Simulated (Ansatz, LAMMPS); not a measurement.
# Which site? a vacancy of O in amorphous 14HfO2-86SiO2 (mol %) (84 atoms), part 3 of 4

At which site of amorphous 14HfO2-86SiO2 (mol %) (84 atoms) does a vacancy of O cost least, and what about the site decides it?

Ansatz 0.2.0; Kohn-Sham DFT, PBE, PAW (set soft_2), plane waves.

The cell: 4 Hf, 24 Si and 56 O. The quench rate of 50 K/ps far exceeds what a furnace or splat quench reaches. The network of bonds at the start is that of the classical potential that made the cell. Only the Γ point is sampled, in a cell whose shortest periodic width is 11 Å. No spin–orbit coupling is included.

So far. Step 3 (Relaxation): The relaxation converged after 8 steps, 3.59 eV below its start, with a largest force component of 0.033 eV/Å. Step 5 (Vacancy of O, site O62): The relaxation converged after 16 steps, 1.61 eV below its start, with a largest force component of 0.047 eV/Å.

## Step 6: Vacancy of O, site O81

The site has 3 bonded neighbours (Hf2Si) at 2.08 Å on average. 

The input, input.yaml:

```yaml
crystal:
  lattice:
    - [10.7805, 0.0, 0.0]
    - [0.0, 10.7805, 0.0]
    - [0.0, 0.0, 10.7805]
  atoms:
    [... atom lines 1 to 77 left out ...]
    - { symbol: O, position: [0.84103, 0.76369, 0.3681] }
    - { symbol: O, position: [0.06001, 0.54307, 0.75294] }
    - { symbol: O, position: [0.6826, 0.7487, 0.70407] }
    - { symbol: O, position: [0.68435, 0.95819, 0.39274] }
    - { symbol: O, position: [0.17801, 0.2178, 0.99307] }
    - { symbol: O, position: [0.09483, 0.43071, 0.14428] }
kpoints:
  mp_grid: { grid: [1, 1, 1] }
hamiltonian:
  xc: pbe
scf:
  occupations: { method: fermi_dirac, width: 0.025 }
output:
  forces: true
  eigenvalues: true
relax:
  f_tol: 0.05
  max_steps: 90
```

Launch:

```bash
$ ansatz run input.yaml --threads 4 --pin off --max-ram 8192MiB --backend cpu --events-out ev --progress --plain --runs-dir out
```

Numbers of over 12 decimals in the logs are rounded to 6 here.

What it wrote:

```text
[...]
Crystal: 83 atoms, lattice volume = 1252.901 Å³
Basis set: ecut = 420 eV, 24405 PW (Γ), exchange–correlation on 150×150×150 points (8 copies of the dense FFT grid, shifted against one another)
Bands: 348, of which v1, the nominal top of the filled ones, is band 265 counted from 1 (264 counted from 0)
Symmetry: 1 space group operations
[...]
k-points: 1
[...]
SCF iter   1: F=—  HF=-109444.052314 eV  |F-HF|=—  |Δ(HF+E_count)|=         —  Δρ=3.28e-3  dr2=2.53e-1  ethr=1.77e-3  ⟨swp⟩=5.0  Hψ=1393  notcnv=0  defer=71
[...]
SCF iter   6: F=—  HF=-109444.017895 eV  |F-HF|=—  |Δ(HF+E_count)|=   2.25e-5  Δρ=6.93e-5  dr2=6.50e-5  ethr=6.12e-8  ⟨swp⟩=2.0  Hψ=538  notcnv=0  defer=74
SCF iter   7: F=-109444.017903 eV  HF=-109444.017902 eV  |F-HF|=9.17e-7  |Δ(HF+E_count)|=   7.30e-6  Δρ=2.32e-5  dr2=8.50e-6  ethr=1.18e-8  ⟨swp⟩=14.0  Hψ=1888  notcnv=0
SCF 1 converged in 7 iterations: F = -109444.017903 eV  dr2 = 8.50e-6
[...]
relax step   1: F+E_penalty+E_count = -109444.01790288 eV  Δ(F+E_penalty+E_count) = +0.000e0 eV  max|allowed force component| = 2.069e0 eV/Å  Δτ_max = 0.0000 Å  (7 SCF iters, dr2 threshold 6.25e-5 eV, accepted)
[...]
relax step   2: F+E_penalty+E_count = -109444.17111869 eV  Δ(F+E_penalty+E_count) = -1.532e-1 eV  max|allowed force component| = 1.365e0 eV/Å  Δτ_max = 0.0773 Å  (5 SCF iters, dr2 threshold 1.00e-4 eV, accepted)
[...]
relax step   3: F+E_penalty+E_count = -109444.30088103 eV  Δ(F+E_penalty+E_count) = -1.298e-1 eV  max|allowed force component| = 4.139e-1 eV/Å  Δτ_max = 0.1265 Å  (6 SCF iters, dr2 threshold 1.00e-4 eV, accepted)
relax step   4: F+E_penalty+E_count = -109444.32830319 eV  Δ(F+E_penalty+E_count) = -2.742e-2 eV  max|allowed force component| = 1.953e-1 eV/Å  Δτ_max = 0.0370 Å  (6 SCF iters, dr2 threshold 1.58e-5 eV, accepted)
relax step   5: F+E_penalty+E_count = -109444.32901259 eV  Δ(F+E_penalty+E_count) = -7.094e-4 eV  max|allowed force component| = 3.638e-1 eV/Å  Δτ_max = 0.1449 Å  (8 SCF iters, dr2 threshold 3.51e-6 eV, accepted)
relax step   6: F+E_penalty+E_count = -109444.35571489 eV  Δ(F+E_penalty+E_count) = -2.670e-2 eV  max|allowed force component| = 7.663e-2 eV/Å  Δτ_max = 0.0660 Å  (6 SCF iters, dr2 threshold 2.95e-5 eV, accepted)
relax step   7: F+E_penalty+E_count = -109444.34176499 eV  Δ(F+E_penalty+E_count) = +1.395e-2 eV  max|allowed force component| = 2.327e-1 eV/Å  Δτ_max = 0.2000 Å  (10 SCF iters, rejected (line search))
relax step   8: F+E_penalty+E_count = -109444.37533863 eV  Δ(F+E_penalty+E_count) = -1.962e-2 eV  max|allowed force component| = 1.189e-1 eV/Å  Δτ_max = 0.1000 Å  (9 SCF iters, accepted)
relax step   9: F+E_penalty+E_count = -109444.39288757 eV  Δ(F+E_penalty+E_count) = -1.755e-2 eV  max|allowed force component| = 1.491e-1 eV/Å  Δτ_max = 0.0968 Å  (9 SCF iters, accepted)
relax step  10: F+E_penalty+E_count = -109444.41364395 eV  Δ(F+E_penalty+E_count) = -2.076e-2 eV  max|allowed force component| = 2.020e-1 eV/Å  Δτ_max = 0.1480 Å  (7 SCF iters, dr2 threshold 2.22e-5 eV, accepted)
relax step  11: F+E_penalty+E_count = -109444.43765632 eV  Δ(F+E_penalty+E_count) = -2.401e-2 eV  max|allowed force component| = 1.993e-1 eV/Å  Δτ_max = 0.0481 Å  (6 SCF iters, dr2 threshold 4.08e-5 eV, accepted)
relax step  12: F+E_penalty+E_count = -109444.48506219 eV  Δ(F+E_penalty+E_count) = -4.741e-2 eV  max|allowed force component| = 2.093e-1 eV/Å  Δτ_max = 0.1962 Å  (7 SCF iters, dr2 threshold 3.87e-5 eV, accepted)
relax step  13: F+E_penalty+E_count = -109444.49892098 eV  Δ(F+E_penalty+E_count) = -1.386e-2 eV  max|allowed force component| = 1.671e-1 eV/Å  Δτ_max = 0.0585 Å  (5 SCF iters, dr2 threshold 4.27e-5 eV, accepted)
relax step  14: F+E_penalty+E_count = -109444.50440278 eV  Δ(F+E_penalty+E_count) = -5.482e-3 eV  max|allowed force component| = 1.147e-1 eV/Å  Δτ_max = 0.0716 Å  (6 SCF iters, dr2 threshold 1.78e-5 eV, accepted)
relax step  15: F+E_penalty+E_count = -109444.51296128 eV  Δ(F+E_penalty+E_count) = -8.558e-3 eV  max|allowed force component| = 1.455e-1 eV/Å  Δτ_max = 0.2000 Å  (7 SCF iters, dr2 threshold 6.19e-6 eV, accepted)
relax step  16: F+E_penalty+E_count = -109444.52215435 eV  Δ(F+E_penalty+E_count) = -9.193e-3 eV  max|allowed force component| = 1.445e-1 eV/Å  Δτ_max = 0.0364 Å  (6 SCF iters, dr2 threshold 9.97e-6 eV, accepted)
relax step  17: F+E_penalty+E_count = -109444.52686451 eV  Δ(F+E_penalty+E_count) = -4.710e-3 eV  max|allowed force component| = 8.665e-2 eV/Å  Δτ_max = 0.0347 Å  (5 SCF iters, dr2 threshold 2.06e-5 eV, accepted)
relax step  18: F+E_penalty+E_count = -109444.52636611 eV  Δ(F+E_penalty+E_count) = +4.984e-4 eV  max|allowed force component| = 6.244e-2 eV/Å  Δτ_max = 0.0345 Å  (6 SCF iters, dr2 threshold 2.70e-6 eV, rejected (line search))
[...]
relax step  19: F+E_penalty+E_count = -109444.52798572 eV  Δ(F+E_penalty+E_count) = -1.121e-3 eV  max|allowed force component| = 1.848e-2 eV/Å  Δτ_max = 0.0129 Å  (7 SCF iters, accepted)
SCF converged after 7 iterations
Free energy (F): -109444.527986 eV
[...]
Internal energy: -109444.527986 eV  (E = F + TS)
E sigma→0 (E₀):  -109444.527986 eV
Fermi energy:    5.149455 eV
[...]
Σ components = -109444.527986   (vs F -109444.527986, Δ=0.00e0)
--- Forces (eV/Å), atoms counted from 1 ---
  atom   1  Hf    -0.00117348    -0.00968071     0.01847686
  atom   2  Hf    -0.00476062     0.00417709    -0.00345270
  atom   3  Hf    -0.00615589    -0.00156696     0.00398611
  atom   4  Hf    -0.00115228     0.00221735     0.00451845
[...]
atom  83  O      0.00277628    -0.00104643    -0.01070501
  max |Σ_I F_I| component: 4.88e-5 eV/Å
--- Band table (eV) ---
[...]
--- Relaxed structure (19 steps of the walk, 17 accepted, 0 SCFs on fresh bases) ---
  F+E_penalty+E_count = -109444.52798572 eV   max|allowed force component| = 1.848e-2 eV/Å
  atoms:
    - { symbol: Hf, position: [0.103395, 0.423577, 0.341184] }
    - { symbol: Hf, position: [0.162340, 0.059340, 0.949338] }
    - { symbol: Hf, position: [0.886148, 0.514929, 0.124312] }
    - { symbol: Hf, position: [0.861186, 0.968738, 0.0069127] }
[...]
- { symbol: O, position: [0.100470, 0.442772, 0.147508] }
```

The job ended after 15 min (4 threads of AMD EPYC (Zen 3), shared host; peak memory 1.6 GiB).

The relaxation converged after 19 steps, 0.510 eV below its start, with a largest force component of 0.018 eV/Å.

## Step 7: Vacancy of O, site O79

The site has 2 bonded neighbours (Si2) at 1.65 Å on average. 

input.yaml, the sections that differ from step 6:

```yaml
crystal:
  lattice:
    - [10.7805, 0.0, 0.0]
    - [0.0, 10.7805, 0.0]
    - [0.0, 0.0, 10.7805]
  atoms:
    [... atom lines 1 to 75 left out ...]
    - { symbol: O, position: [0.1545, 0.44624, 0.55183] }
    - { symbol: O, position: [0.39474, 0.82954, 0.64465] }
    - { symbol: O, position: [0.84103, 0.76369, 0.3681] }
    - { symbol: O, position: [0.6826, 0.7487, 0.70407] }
    - { symbol: O, position: [0.02474, 0.05775, 0.10674] }
    - { symbol: O, position: [0.68435, 0.95819, 0.39274] }
    - { symbol: O, position: [0.17801, 0.2178, 0.99307] }
    [... atom lines 83 to 83 left out ...]
# kpoints, hamiltonian, scf, output, relax: as in step 6
```

What it wrote:

```text
[...]
Crystal: 83 atoms, lattice volume = 1252.901 Å³
Basis set: ecut = 420 eV, 24405 PW (Γ), exchange–correlation on 150×150×150 points (8 copies of the dense FFT grid, shifted against one another)
Bands: 348, of which v1, the nominal top of the filled ones, is band 265 counted from 1 (264 counted from 0)
Symmetry: 1 space group operations
[...]
k-points: 1
[...]
SCF iter   1: F=—  HF=-109444.052406 eV  |F-HF|=—  |Δ(HF+E_count)|=         —  Δρ=2.72e-3  dr2=1.44e-1  ethr=1.77e-3  ⟨swp⟩=5.0  Hψ=1496  notcnv=0  defer=67
[...]
SCF iter   5: F=—  HF=-109444.034434 eV  |F-HF|=—  |Δ(HF+E_count)|=   4.89e-5  Δρ=1.24e-4  dr2=1.90e-4  ethr=1.70e-7  ⟨swp⟩=2.0  Hψ=533  notcnv=0  defer=79
SCF iter   6: F=-109444.034409 eV  HF=-109444.034410 eV  |F-HF|=1.91e-7  |Δ(HF+E_count)|=   2.45e-5  Δρ=4.22e-5  dr2=2.29e-5  ethr=1.18e-8  ⟨swp⟩=12.0  Hψ=2027  notcnv=0
SCF 1 converged in 6 iterations: F = -109444.034409 eV  dr2 = 2.29e-5
[...]
relax step   1: F+E_penalty+E_count = -109444.03440943 eV  Δ(F+E_penalty+E_count) = +0.000e0 eV  max|allowed force component| = 2.189e0 eV/Å  Δτ_max = 0.0000 Å  (6 SCF iters, dr2 threshold 6.25e-5 eV, accepted)
[...]
relax step   2: F+E_penalty+E_count = -109444.45888175 eV  Δ(F+E_penalty+E_count) = -4.245e-1 eV  max|allowed force component| = 8.004e-1 eV/Å  Δτ_max = 0.1949 Å  (7 SCF iters, dr2 threshold 1.00e-4 eV, accepted)
[...]
relax step   3: F+E_penalty+E_count = -109444.52831070 eV  Δ(F+E_penalty+E_count) = -6.943e-2 eV  max|allowed force component| = 4.868e-1 eV/Å  Δτ_max = 0.1603 Å  (7 SCF iters, dr2 threshold 4.00e-5 eV, accepted)
relax step   4: F+E_penalty+E_count = -109444.55842103 eV  Δ(F+E_penalty+E_count) = -3.011e-2 eV  max|allowed force component| = 1.832e-1 eV/Å  Δτ_max = 0.0393 Å  (5 SCF iters, dr2 threshold 3.17e-5 eV, accepted)
relax step   5: F+E_penalty+E_count = -109444.56837943 eV  Δ(F+E_penalty+E_count) = -9.958e-3 eV  max|allowed force component| = 1.588e-1 eV/Å  Δτ_max = 0.0193 Å  (5 SCF iters, dr2 threshold 4.75e-6 eV, accepted)
relax step   6: F+E_penalty+E_count = -109444.58260489 eV  Δ(F+E_penalty+E_count) = -1.423e-2 eV  max|allowed force component| = 9.540e-2 eV/Å  Δτ_max = 0.0572 Å  (7 SCF iters, dr2 threshold 3.57e-6 eV, accepted)
relax step   7: F+E_penalty+E_count = -109444.57389886 eV  Δ(F+E_penalty+E_count) = +8.706e-3 eV  max|allowed force component| = 1.745e-1 eV/Å  Δτ_max = 0.2000 Å  (7 SCF iters, dr2 threshold 3.29e-6 eV, rejected (line search))
relax step   8: F+E_penalty+E_count = -109444.59311286 eV  Δ(F+E_penalty+E_count) = -1.051e-2 eV  max|allowed force component| = 6.290e-2 eV/Å  Δτ_max = 0.0839 Å  (9 SCF iters, accepted)
relax step   9: F+E_penalty+E_count = -109444.59250787 eV  Δ(F+E_penalty+E_count) = +6.050e-4 eV  max|allowed force component| = 1.107e-1 eV/Å  Δτ_max = 0.0576 Å  (9 SCF iters, rejected (line search))
relax step  10: F+E_penalty+E_count = -109444.59623034 eV  Δ(F+E_penalty+E_count) = -3.117e-3 eV  max|allowed force component| = 5.590e-2 eV/Å  Δτ_max = 0.0280 Å  (9 SCF iters, accepted)
relax step  11: F+E_penalty+E_count = -109444.58742385 eV  Δ(F+E_penalty+E_count) = +8.806e-3 eV  max|allowed force component| = 4.093e-1 eV/Å  Δτ_max = 0.0500 Å  (9 SCF iters, rejected (line search))
[...]
relax step  12: F+E_penalty+E_count = -109444.59827658 eV  Δ(F+E_penalty+E_count) = -2.046e-3 eV  max|allowed force component| = 2.039e-2 eV/Å  Δτ_max = 0.0250 Å  (9 SCF iters, accepted)
SCF converged after 9 iterations
Free energy (F): -109444.598277 eV
[...]
Internal energy: -109444.598277 eV  (E = F + TS)
E sigma→0 (E₀):  -109444.598277 eV
Fermi energy:    4.795891 eV
[...]
Σ components = -109444.598277   (vs F -109444.598277, Δ=0.00e0)
--- Forces (eV/Å), atoms counted from 1 ---
  atom   1  Hf     0.00517627    -0.01038592     0.00567566
  atom   2  Hf     0.00329155     0.01040396     0.00087711
  atom   3  Hf    -0.00385508    -0.00032551    -0.00838917
  atom   4  Hf    -0.00537778     0.00334593    -0.00821428
[...]
atom  83  O     -0.00220700     0.01452031    -0.00735724
  max |Σ_I F_I| component: 8.00e-5 eV/Å
--- Band table (eV) ---
[...]
--- Relaxed structure (12 steps of the walk, 9 accepted, 0 SCFs on fresh bases) ---
  F+E_penalty+E_count = -109444.59827658 eV   max|allowed force component| = 2.039e-2 eV/Å
  atoms:
    - { symbol: Hf, position: [0.094744, 0.426214, 0.339753] }
    - { symbol: Hf, position: [0.161293, 0.044615, 0.930137] }
    - { symbol: Hf, position: [0.896739, 0.522066, 0.113509] }
    - { symbol: Hf, position: [0.853151, 0.995897, 0.018683] }
[...]
- { symbol: O, position: [0.093424, 0.431893, 0.145182] }
```

Elapsed: 13 min, on 4 threads; peak memory 1.6 GiB; 26 min of CPU time.

The relaxation converged after 12 steps, 0.564 eV below its start, with a largest force component of 0.020 eV/Å.

## Step 8: Vacancy of O, site O30

The site has 2 bonded neighbours (Si2) at 1.63 Å on average. 

input.yaml, the sections that differ from step 7:

```yaml
crystal:
  lattice:
    - [10.7805, 0.0, 0.0]
    - [0.0, 10.7805, 0.0]
    - [0.0, 0.0, 10.7805]
  atoms:
    [... atom lines 1 to 26 left out ...]
    - { symbol: Si, position: [0.70397, 0.60166, 0.6661] }
    - { symbol: Si, position: [0.02018, 0.20425, 0.7256] }
    - { symbol: O, position: [0.4083, 0.1934, 0.30676] }
    - { symbol: O, position: [0.58476, 0.51014, 0.7014] }
    - { symbol: O, position: [0.21084, 0.68578, 0.60089] }
    - { symbol: O, position: [0.92102, 0.47345, 0.95041] }
    - { symbol: O, position: [0.98714, 0.31185, 0.43028] }
    [... atom lines 34 to 83 left out ...]
# kpoints, hamiltonian, scf, output, relax: as in step 7
```

What it wrote:

```text
[...]
Crystal: 83 atoms, lattice volume = 1252.901 Å³
Basis set: ecut = 420 eV, 24405 PW (Γ), exchange–correlation on 150×150×150 points (8 copies of the dense FFT grid, shifted against one another)
Bands: 348, of which v1, the nominal top of the filled ones, is band 265 counted from 1 (264 counted from 0)
Symmetry: 1 space group operations
[...]
k-points: 1
[...]
SCF iter   1: F=—  HF=-109444.081445 eV  |F-HF|=—  |Δ(HF+E_count)|=         —  Δρ=2.84e-3  dr2=1.69e-1  ethr=1.77e-3  ⟨swp⟩=6.0  Hψ=1499  notcnv=0  defer=67
[...]
SCF iter   5: F=—  HF=-109444.054762 eV  |F-HF|=—  |Δ(HF+E_count)|=   1.38e-4  Δρ=1.38e-4  dr2=2.34e-4  ethr=2.12e-7  ⟨swp⟩=2.0  Hψ=534  notcnv=0  defer=78
SCF iter   6: F=-109444.054723 eV  HF=-109444.054728 eV  |F-HF|=4.79e-6  |Δ(HF+E_count)|=   3.45e-5  Δρ=4.76e-5  dr2=3.02e-5  ethr=1.18e-8  ⟨swp⟩=12.0  Hψ=2134  notcnv=0
SCF 1 converged in 6 iterations: F = -109444.054723 eV  dr2 = 3.02e-5
[...]
relax step   1: F+E_penalty+E_count = -109444.05472297 eV  Δ(F+E_penalty+E_count) = +0.000e0 eV  max|allowed force component| = 2.143e0 eV/Å  Δτ_max = 0.0000 Å  (6 SCF iters, dr2 threshold 6.25e-5 eV, accepted)
[...]
relax step   2: F+E_penalty+E_count = -109444.69928686 eV  Δ(F+E_penalty+E_count) = -6.446e-1 eV  max|allowed force component| = 7.634e-1 eV/Å  Δτ_max = 0.1983 Å  (7 SCF iters, dr2 threshold 1.00e-4 eV, accepted)
[...]
relax step   3: F+E_penalty+E_count = -109444.76127624 eV  Δ(F+E_penalty+E_count) = -6.199e-2 eV  max|allowed force component| = 8.019e-1 eV/Å  Δτ_max = 0.2000 Å  (7 SCF iters, dr2 threshold 3.64e-5 eV, accepted)
relax step   4: F+E_penalty+E_count = -109444.92510964 eV  Δ(F+E_penalty+E_count) = -1.638e-1 eV  max|allowed force component| = 8.592e-1 eV/Å  Δτ_max = 0.0944 Å  (6 SCF iters, dr2 threshold 8.16e-5 eV, accepted)
relax step   5: F+E_penalty+E_count = -109444.96227723 eV  Δ(F+E_penalty+E_count) = -3.717e-2 eV  max|allowed force component| = 3.293e-1 eV/Å  Δτ_max = 0.0278 Å  (5 SCF iters, dr2 threshold 1.00e-4 eV, accepted)
relax step   6: F+E_penalty+E_count = -109444.75733203 eV  Δ(F+E_penalty+E_count) = +2.049e-1 eV  max|allowed force component| = 2.240e0 eV/Å  Δτ_max = 0.2000 Å  (7 SCF iters, dr2 threshold 1.59e-5 eV, rejected (line search))
relax step   7: F+E_penalty+E_count = -109445.00566254 eV  Δ(F+E_penalty+E_count) = -4.339e-2 eV  max|allowed force component| = 1.174e-1 eV/Å  Δτ_max = 0.1000 Å  (10 SCF iters, accepted)
relax step   8: F+E_penalty+E_count = -109444.99832884 eV  Δ(F+E_penalty+E_count) = +7.334e-3 eV  max|allowed force component| = 1.312e-1 eV/Å  Δτ_max = 0.1000 Å  (9 SCF iters, rejected (line search))
relax step   9: F+E_penalty+E_count = -109445.01374610 eV  Δ(F+E_penalty+E_count) = -8.084e-3 eV  max|allowed force component| = 5.818e-2 eV/Å  Δτ_max = 0.0480 Å  (9 SCF iters, accepted)
[...]
relax step  10: F+E_penalty+E_count = -109445.01490092 eV  Δ(F+E_penalty+E_count) = -1.155e-3 eV  max|allowed force component| = 4.246e-2 eV/Å  Δτ_max = 0.0165 Å  (7 SCF iters, accepted)
SCF converged after 7 iterations
Free energy (F): -109445.014901 eV
[...]
Internal energy: -109445.014901 eV  (E = F + TS)
E sigma→0 (E₀):  -109445.014901 eV
Fermi energy:    4.811178 eV
[...]
Σ components = -109445.014901   (vs F -109445.014901, Δ=0.00e0)
--- Forces (eV/Å), atoms counted from 1 ---
  atom   1  Hf     0.00150258    -0.00891662     0.00639132
  atom   2  Hf     0.01954848     0.01969991     0.00266858
  atom   3  Hf    -0.00452752    -0.00618787     0.00208518
  atom   4  Hf    -0.03773916    -0.01577454    -0.01305142
[...]
atom  83  O      0.00829179    -0.02289650     0.01754537
  max |Σ_I F_I| component: 3.15e-5 eV/Å
--- Band table (eV) ---
[...]
--- Relaxed structure (10 steps of the walk, 8 accepted, 0 SCFs on fresh bases) ---
  F+E_penalty+E_count = -109445.01490092 eV   max|allowed force component| = 4.246e-2 eV/Å
  atoms:
    - { symbol: Hf, position: [0.098608, 0.425574, 0.335630] }
    - { symbol: Hf, position: [0.169366, 0.041840, 0.917258] }
    - { symbol: Hf, position: [0.888520, 0.518412, 0.118810] }
    - { symbol: Hf, position: [0.852433, 0.996474, 0.031179] }
[...]
- { symbol: O, position: [0.090410, 0.428438, 0.141689] }
```

Elapsed: 12 min, on 4 threads; peak memory 1.6 GiB; 22 min of CPU time.

The relaxation converged after 10 steps, 0.960 eV below its start, with a largest force component of 0.042 eV/Å.

(Part 3 of 4 ends here.)

[Logs are printed without paths, hosts, clocks, repeated set-up lines and the standing remarks that a program may print on its own settings, such as how far it seeks lower states.]

[Hosts, paths, dates, database ids (printed as entryN), source tags and the programs' standing remarks are cut or masked in the printed files.]
